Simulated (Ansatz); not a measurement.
## Ag (Fm-3m): phonon-mediated transition temperature

What Tc do the phonons of Ag (Fm-3m) give, and how does it depend on μ*? The cell shown first is a relaxed one, from steps not shown here.

Program: Ansatz 0.2.0. Level of theory: DFT PBE, scalar-relativistic, plane waves, PseudoDojo norm-conserving pseudopotentials, in the first sound run; inputs show where later runs differ. Results are calculated unless marked as measured.

## Step 1: The cell after earlier relaxation steps

It takes space group Fm-3m (No. 225, cubic). The conventional cell has a = 4.150 Å, b = 4.150 Å, c = 4.150 Å, α = 90.00°, β = 90.00°, γ = 90.00°. Nearest to Ag lie 12 Ag at 2.93 Å.

## Step 2: Coupling and resistivity: PseudoDojo files

The run that gives the couplings also evaluates McMillan's and Allen and Dynes's formulas and, where asked, the Eliashberg equations, over a range of μ*.

input.yaml reads:

```yaml
crystal:
  lattice:
    - [0.0, 2.0749593903, 2.0749593903]
    - [2.0749593903, 0.0, 2.0749593903]
    - [2.0749593903, 2.0749593903, 0.0]
  atoms:
    - { symbol: Ag, position: [0.0, 0.0, 0.0] }
kpoints:
  mp_grid: { grid: [9, 9, 9] }
hamiltonian:
  xc: pbe
  pseudopotentials: { kind: nc, accuracy: standard }
scf:
  occupations: { method: methfessel_paxton, width: 0.2 }
output:
  eigenvalues: true
phonons:
  method: dfpt
  qmesh: [3, 3, 3]
  temperatures: { t_max: 1000, t_step: 50 }
  qpath:
    path:
      - [[0.0, 0.0, 0.0], [0.5, 0.0, 0.5], [0.625, 0.25, 0.625]]
      - [[0.375, 0.375, 0.75], [0.0, 0.0, 0.0], [0.5, 0.5, 0.5], [0.5, 0.25, 0.75], [0.5, 0.0, 0.5]]
    npoints: 10
  electrical_resistivity:
    mesh: [16, 16, 16]
    temperatures: [20.0, 50.0, 80.0, 100.0, 150.0, 200.0, 273.0, 300.0, 400.0, 500.0, 600.0, 800.0]
  superconductivity: { mesh: [16, 16, 16], eliashberg_equations: false }
```

Run with:

```bash
$ ansatz run input.yaml --threads 4 --pin off --max-ram 10240MiB --backend cpu --events-out ev --progress --plain --runs-dir out
```

Numbers of over 12 decimals in the logs are rounded to 6 here.

The log of the run:

```text
Engine: ansatz 0.2.0, x86_64-unknown-linux-gnu
Pseudopotentials: kind: nc
Pseudopotential: Ag, nc, valence charge 19, recommended cutoff 1115.666836 eV (normal), Ag.nc.azcp (PseudoDojo's, or run here from an input of PseudoDojo's; its table is named by hamiltonian.pseudopotentials.accuracy)
Functional definition: PBE
  parameter kappa = 0.804
  parameter beta = 0.066725
  exchange = pbe_x(kappa = kappa, mu = beta*pi^2/3)
  correlation = pbe_c(beta = beta)
Crystal: 1 atoms, lattice volume = 17.867 Å³
Basis set: ecut = 1115.666836 eV, 1459 PW (Γ), exchange–correlation on 64×64×64 points (8 copies of the dense FFT grid, shifted against one another)
Bands: 14, of which v1, the nominal top of the filled ones, is band 10 counted from 1 (9 counted from 0)
Symmetry: 48 space group operations
k-points: 35 of 729
Non-local potential: Ag, projectors of the file, l = 0: 2, l = 1: 2, l = 2: 2
Initial density: superposition of atomic densities (chi_scale 0.1, normalization cell)
Initial wavefunctions: pseudopotential atomic-orbital guess
Functional: x = pbe(κ = 0.804, μ = 0.219515), c = pbe(β = 0.066725)
SCF iter   1: F=—  HF=-4218.525966 eV  |F-HF|=—  |Δ(HF+E_count)|=         —  Δρ=6.64e-2  dr2=8.12e-1  ethr=3.10e-3  ⟨swp⟩=5.5  Hψ=2837  notcnv=0
preconditioner: auto → none  [insulator: Δε(μ)=0.468 eV  Ē_g=15.303 eV  σ=0.200 eV  W_gap=0.97  n_scr=8 (ndim 8)  ℏωp=29.1 eV  f_vac=0.000  D(μ)=0.10/eV (n_scr^D=0)  ε∞_Penn≈4.6]
SCF iter   2: F=—  HF=-4218.344850 eV  |F-HF|=—  |Δ(HF+E_count)|=   1.81e-1  S|Δr|=    0.00e0  Δρ=3.85e-2  dr2=1.38e-1  ethr=3.10e-3  ⟨swp⟩=3.3  Hψ=1190  notcnv=0  defer=9
SCF iter   3: F=—  HF=-4218.302580 eV  |F-HF|=—  |Δ(HF+E_count)|=   4.23e-2  S|Δr|=    0.00e0  Δρ=9.07e-3  dr2=6.21e-3  ethr=7.28e-4  ⟨swp⟩=2.5  Hψ=878  notcnv=0  defer=9
SCF iter   4: F=—  HF=-4218.301571 eV  |F-HF|=—  |Δ(HF+E_count)|=   1.01e-3  S|Δr|=    0.00e0  Δρ=8.64e-4  dr2=8.08e-5  ethr=3.27e-5  ⟨swp⟩=2.2  Hψ=826  notcnv=0  defer=9
SCF iter   5: F=—  HF=-4218.301585 eV  |F-HF|=—  |Δ(HF+E_count)|=   1.46e-5  S|Δr|=    0.00e0  Δρ=1.39e-4  dr2=1.54e-6  ethr=4.25e-7  ⟨swp⟩=2.5  Hψ=775  notcnv=0  defer=9
SCF iter   6: F=—  HF=-4218.301583 eV  |F-HF|=—  |Δ(HF+E_count)|=   2.60e-6  S|Δr|=    0.00e0  Δρ=1.10e-5  dr2=1.11e-8  ethr=8.13e-9  ⟨swp⟩=2.5  Hψ=812  notcnv=0  defer=9
SCF iter   7: F=—  HF=-4218.301583 eV  |F-HF|=—  |Δ(HF+E_count)|=   1.33e-9  S|Δr|=    0.00e0  Δρ=8.57e-7  dr2=2.54e-11  ethr=5.86e-11  ⟨swp⟩=2.4  Hψ=737  notcnv=0  defer=9
SCF iter   8: F=-4218.301583 eV  HF=-4218.301583 eV  |F-HF|=9.09e-13  |Δ(HF+E_count)|=  1.64e-11  S|Δr|=    0.00e0  Δρ=8.05e-8  dr2=1.98e-13  ethr=1.00e-12  ⟨swp⟩=9.5  Hψ=3041  notcnv=0
SCF 1 converged in 8 iterations: F = -4218.301583 eV  dr2 = 1.98e-13
NSCF: frozen V_eff on 35 k-points
WARN: eigensolver did not converge in 7 slots of this pass, the one above among them; of largest residual over every band (k=12): 1 band(s) unlocked (lowest unlocked band 13, counted from 0; max residual 2.68e-2 eV among the unlocked bands, 2.68e-2 eV over every band); of lowest unlocked band (k=11): band 13
NSCF: frozen V_eff on 75 k-points
DFPT response loops at q = (0, 0, 0) (fractional): preconditioner auto → Kerker (q_TF=auto, 2.756 Å⁻¹) (partly filled bands, converged f_vac=0.000); β = 1.00, the filter's whole step (`scf.mixing.beta` (0.50) is not read by the response loops under this deck's `scf.mixing.preconditioner`; to damp them name `kerker` or `kerker_dos`, under which they read `scf.mixing.beta`, and type it under 1.00, their step now; both keys bind the ground state too); Broyden in place of MSR1
NSCF: frozen V_eff on 810 k-points
DFPT response loops at q = (0, 0, 0.333333) (fractional): mixed as the last ones told, above
NSCF: frozen V_eff on 450 k-points
DFPT response loops at q = (0, 0.333333, 0.333333) (fractional): mixed as the last ones told, above
NSCF: frozen V_eff on 810 k-points
DFPT response loops at q = (0, 0.333333, -0.333333) (fractional): mixed as the last ones told, above
SCF iter   1: F=—  HF=-4218.525966 eV  |F-HF|=—  |Δ(HF+E_count)|=         —  Δρ=6.64e-2  dr2=8.12e-1  ethr=3.10e-3  ⟨swp⟩=5.5  Hψ=2837  notcnv=0
SCF iter   2: F=—  HF=-4218.344850 eV  |F-HF|=—  |Δ(HF+E_count)|=   1.81e-1  S|Δr|=    0.00e0  Δρ=3.85e-2  dr2=1.38e-1  ethr=3.10e-3  ⟨swp⟩=3.3  Hψ=1190  notcnv=0  defer=9
SCF iter   3: F=—  HF=-4218.302580 eV  |F-HF|=—  |Δ(HF+E_count)|=   4.23e-2  S|Δr|=    0.00e0  Δρ=9.07e-3  dr2=6.21e-3  ethr=7.28e-4  ⟨swp⟩=2.5  Hψ=878  notcnv=0  defer=9
SCF iter   4: F=—  HF=-4218.301571 eV  |F-HF|=—  |Δ(HF+E_count)|=   1.01e-3  S|Δr|=    0.00e0  Δρ=8.64e-4  dr2=8.08e-5  ethr=3.27e-5  ⟨swp⟩=2.2  Hψ=826  notcnv=0  defer=9
SCF iter   5: F=—  HF=-4218.301585 eV  |F-HF|=—  |Δ(HF+E_count)|=   1.46e-5  S|Δr|=    0.00e0  Δρ=1.39e-4  dr2=1.54e-6  ethr=4.25e-7  ⟨swp⟩=2.5  Hψ=775  notcnv=0  defer=9
SCF iter   6: F=—  HF=-4218.301583 eV  |F-HF|=—  |Δ(HF+E_count)|=   2.60e-6  S|Δr|=    0.00e0  Δρ=1.10e-5  dr2=1.11e-8  ethr=8.13e-9  ⟨swp⟩=2.5  Hψ=812  notcnv=0  defer=9
SCF iter   7: F=—  HF=-4218.301583 eV  |F-HF|=—  |Δ(HF+E_count)|=   1.33e-9  S|Δr|=    0.00e0  Δρ=8.57e-7  dr2=2.54e-11  ethr=5.86e-11  ⟨swp⟩=2.4  Hψ=737  notcnv=0  defer=9
SCF iter   8: F=-4218.301583 eV  HF=-4218.301583 eV  |F-HF|=0.00e0  |Δ(HF+E_count)|=  5.46e-12  S|Δr|=    0.00e0  Δρ=8.06e-8  dr2=2.04e-13  ethr=1.00e-12  ⟨swp⟩=3.9  Hψ=1443  notcnv=0
SCF 2 converged in 8 iterations: F = -4218.301583 eV  dr2 = 2.04e-13
NSCF: frozen V_eff on 35 k-points
NSCF: frozen V_eff on 72 k-points
[...]
SCF converged after 8 iterations
Stability not checked: this state was not tested for a lower state beside it, because cold or Methfessel-Paxton smearing, or corrected tetrahedra, fill the levels in a way that the test cannot read (fill_not_monotonic; see scf.lower_state_search)
Free energy (F): -4218.301583 eV
Harris-Foulkes:  -4218.301583 eV  (|F-HF|=9.09e-13)
Internal energy: -4218.302300 eV  (E = F + TS)
E sigma→0 (E₀):  -4218.301762 eV
Entropy (-TS):   0.000717 eV (0.717 meV/atom)
Fermi energy:    16.771329 eV
--- Per-component energies (eV) ---
  E_band       = -250.329995
  E_kinetic    = 1441.055045
  E_local      = -3100.102271  (includes V_loc(G=0)·N_el)
  E_nonlocal   = -51.223678
  E_hartree    = 993.612725
  E_xc         = -630.098739
  E_vxc        = -527.284531  (∫ρ·V_xc dr)
  E_ewald      = -2871.545383
  E_smearing   = 0.000717  (= −TS)
  E_closure    = -0.000000  (closes the sum)
  Σ components = -4218.301583   (vs F -4218.301583, Δ=0.00e0)
--- Band table (eV; the first three rows and the last of 35) ---
[...]
300.00      1.9435e0             yes      1.9435e0      1.9435e0      1.9435e0        1.9864e0          2.0860e0
    400.00      2.6161e0             yes      2.6161e0      2.6161e0      2.6161e0        2.6731e0          2.8088e0
    500.00      3.2859e0             yes      3.2859e0      3.2859e0      3.2859e0        3.3577e0          3.5280e0
    600.00      3.9551e0             yes      3.9551e0      3.9551e0      3.9551e0        4.0425e0          4.2453e0
    800.00      5.2953e0             yes      5.2953e0      5.2953e0      5.2953e0        5.4168e0          5.6807e0
  mean free path at 20 K (of a tensor a third of its trace): 20590 nm by what each carries, 15374 by the Fermi surface alone
  Hall coefficient in a weak field at 20 K (a third of the trace): -9.926e-11 m³/C (as a tensor it moves by 1.3 % between the two finest meshes); by each state's relaxation time: -1.035e-10 m³/C; by a constant relaxation time: -8.524e-11 m³/C
  mean free path at 50 K (of a tensor a third of its trace): 658 nm by what each carries, 571 by the Fermi surface alone
  Hall coefficient in a weak field at 50 K (a third of the trace): -9.217e-11 m³/C (as a tensor it moves by 2.2 % between the two finest meshes); by each state's relaxation time: -9.115e-11 m³/C; by a constant relaxation time: -8.523e-11 m³/C
  mean free path at 80 K (of a tensor a third of its trace): 240 nm by what each carries, 224 by the Fermi surface alone
  Hall coefficient in a weak field at 80 K (a third of the trace): -8.621e-11 m³/C (as a tensor it moves by 0.0 % between the two finest meshes); by each state's relaxation time: -8.707e-11 m³/C; by a constant relaxation time: -8.526e-11 m³/C
  mean free path at 100 K (of a tensor a third of its trace): 169 nm by what each carries, 160 by the Fermi surface alone
  Hall coefficient in a weak field at 100 K (a third of the trace): -8.489e-11 m³/C (as a tensor it moves by 0.6 % between the two finest meshes); by each state's relaxation time: -8.588e-11 m³/C; by a constant relaxation time: -8.531e-11 m³/C
  mean free path at 150 K (of a tensor a third of its trace): 99.0 nm by what each carries, 95.3 by the Fermi surface alone
  Hall coefficient in a weak field at 150 K (a third of the trace): -8.389e-11 m³/C (as a tensor it moves by 1.1 % between the two finest meshes); by each state's relaxation time: -8.493e-11 m³/C; by a constant relaxation time: -8.539e-11 m³/C
  mean free path at 200 K (of a tensor a third of its trace): 71.2 nm by what each carries, 68.8 by the Fermi surface alone
  Hall coefficient in a weak field at 200 K (a third of the trace): -8.370e-11 m³/C (as a tensor it moves by 1.2 % between the two finest meshes); by each state's relaxation time: -8.476e-11 m³/C; by a constant relaxation time: -8.544e-11 m³/C
  mean free path at 273 K (of a tensor a third of its trace): 50.9 nm by what each carries, 49.3 by the Fermi surface alone
  Hall coefficient in a weak field at 273 K (a third of the trace): -8.364e-11 m³/C (as a tensor it moves by 1.4 % between the two finest meshes); by each state's relaxation time: -8.471e-11 m³/C; by a constant relaxation time: -8.546e-11 m³/C
  mean free path at 300 K (of a tensor a third of its trace): 46.1 nm by what each carries, 44.6 by the Fermi surface alone
  Hall coefficient in a weak field at 300 K (a third of the trace): -8.363e-11 m³/C (as a tensor it moves by 1.4 % between the two finest meshes); by each state's relaxation time: -8.471e-11 m³/C; by a constant relaxation time: -8.546e-11 m³/C
  mean free path at 400 K (of a tensor a third of its trace): 34.3 nm by what each carries, 33.2 by the Fermi surface alone
  Hall coefficient in a weak field at 400 K (a third of the trace): -8.365e-11 m³/C (as a tensor it moves by 1.6 % between the two finest meshes); by each state's relaxation time: -8.471e-11 m³/C; by a constant relaxation time: -8.547e-11 m³/C
  mean free path at 500 K (of a tensor a third of its trace): 27.3 nm by what each carries, 26.4 by the Fermi surface alone
  Hall coefficient in a weak field at 500 K (a third of the trace): -8.370e-11 m³/C (as a tensor it moves by 1.7 % between the two finest meshes); by each state's relaxation time: -8.473e-11 m³/C; by a constant relaxation time: -8.548e-11 m³/C
  mean free path at 600 K (of a tensor a third of its trace): 22.7 nm by what each carries, 21.9 by the Fermi surface alone
  Hall coefficient in a weak field at 600 K (a third of the trace): -8.378e-11 m³/C (as a tensor it moves by 1.8 % between the two finest meshes); by each state's relaxation time: -8.476e-11 m³/C; by a constant relaxation time: -8.549e-11 m³/C
  mean free path at 800 K (of a tensor a third of its trace): 17.0 nm by what each carries, 16.4 by the Fermi surface alone
  Hall coefficient in a weak field at 800 K (a third of the trace): -8.399e-11 m³/C (as a tensor it moves by 2.0 % between the two finest meshes); by each state's relaxation time: -8.487e-11 m³/C; by a constant relaxation time: -8.553e-11 m³/C
  the resistivity times a path that all electrons share, by the Fermi surface of the deck's mesh alone (a third of the trace): 8.673e-16 Ω·m²
  not converged in the mesh (λ; λ_tr; the resistivity at 20 K by 2.26 %): between neighbouring meshes, the two finest first, λ moves by 1.61 % and 3.03 %, λ_tr by 5.45 % and 10.53 % and the resistivity by up to 2.26 % and 13.43 %; an estimate, no bound, puts it up to 8.6e-7 % above the Boltzmann equation's exact value after up to 5 iterations (at most 30 are made, fewer where the estimate is under 1.0e-6 % of each spin channel's own resistivity)
  vibrations of 27 cells: unjudged by the run; compare a larger repeat
  the changes of the potential over all sites missed a rigid shift's by 0.00 % (the site terms' by 0.00 %)
  at the force constants' own smearing the fine mesh and the k-points of their solves give squared frequencies that differ by 5.1 % of the larger at the most, at (0, 0.3333, -0.3333)
--- Superconductivity: potentials and phonons of a 3×3×3 supercell ---
  pairing by harmonic phonons, in the closed forms alone; spin fluctuations are left out, and so is spin–orbit coupling
           mesh         λ    ħω_log (meV)  μ* declared at (meV)
       16×16×16    0.1463          11.771               13.164
          8×8×8    0.1486          11.822               13.111
          4×4×4    0.1531          11.675               12.994
  λ by the species' shares of the modes' patterns: Ag 0.1463
  transition temperature on the deck's mesh (K), isotropic and anisotropic, restricted to the Fermi surface (FSR) and over the full bandwidth (FBW), and the last with the density of states resolved in a narrower window:
        μ*   McMillan   Allen–Dynes      iso. FSR      iso. FBW    aniso. FSR    aniso. FBW  narrow window
      0.08      0.000         0.000             -             -             -             -              -
      0.10      0.000         0.000             -             -             -             -              -
      0.12      0.000         0.000             -             -             -             -              -
      0.13      0.000         0.000             -             -             -             -              -
      0.14          -             -             -             -             -             -              -
      0.16          -             -             -             -             -             -              -
      0.20          -             -             -             -             -             -              -
  not judged without the Eliashberg equations: between neighbouring meshes, the two finest first, λ moves by 1.61 % and 3.03 %
  vibrations of 27 cells: unjudged by the run; compare a larger repeat
  the changes of the potential over all sites missed a rigid shift's by 0.00 % (the site terms' by 0.00 %)
  at the force constants' own smearing the fine mesh and the k-points of their solves give squared frequencies that differ by 5.1 % of the larger at the most, at (0, 0.3333, -0.3333)
```

Elapsed: 51 s, on 4 threads of Intel Xeon Platinum 8559C (Emerald Rapids), shared host; peak memory 2.2 GiB; 3.2 min of CPU time.

This step gave:

- volume per atom: 17.87 Å³
- metallic on mesh: yes
- gap on the k-mesh: 0 eV
- zero point energy: 0.01929 eV/cell
- share of imaginary modes in the plain interpolation between solved wavevectors: 0
- highest frequency, solved or plainly interpolated: 159.6 cm⁻¹
- Debye temperature (second moment): 201 K
- resistivity at 300 K: 1.943 μΩ cm
- coupling constant λ: 0.1463
- density of states at the Fermi level: 0.1382 states/eV a spin and cell
- log mean phonon energy ħω_log: 11.77 meV
- transport coupling constant λ_tr: 0.135, 0.135, 0.135 (xx, yy, zz)
- Drude plasma energy: 8.968, 8.968, 8.968 eV (xx, yy, zz)
- resistivity times mean free path: 8.673, 8.673, 8.673 × 10⁻¹⁶ Ω m² (xx, yy, zz)
- second-moment phonon energy ħω₂: 13.16 meV
- coupling λ by branch: 0.0416, 0.0545, 0.0502 (branches by rank of frequency)

An empty cell: under 1 mK by a formula, or no transition down to the floor of the Eliashberg search. Transition temperatures:

```tsv
μ*	McMillan Tc (K)	Allen–Dynes Tc (K)
0.08	-	-
0.1	-	-
0.12	-	-
0.13	-	-
0.14	-	-
0.16	-	-
0.2	-	-
```

(Part 1 of 2 ends here.)

[Logs are printed without paths, hosts, clocks, repeated set-up lines and the standing remarks that a program may print on its own settings, such as how far it seeks lower states.]

[Hosts, paths, dates, database ids (printed as entryN), source tags and the programs' standing remarks are cut or masked in the printed files.]
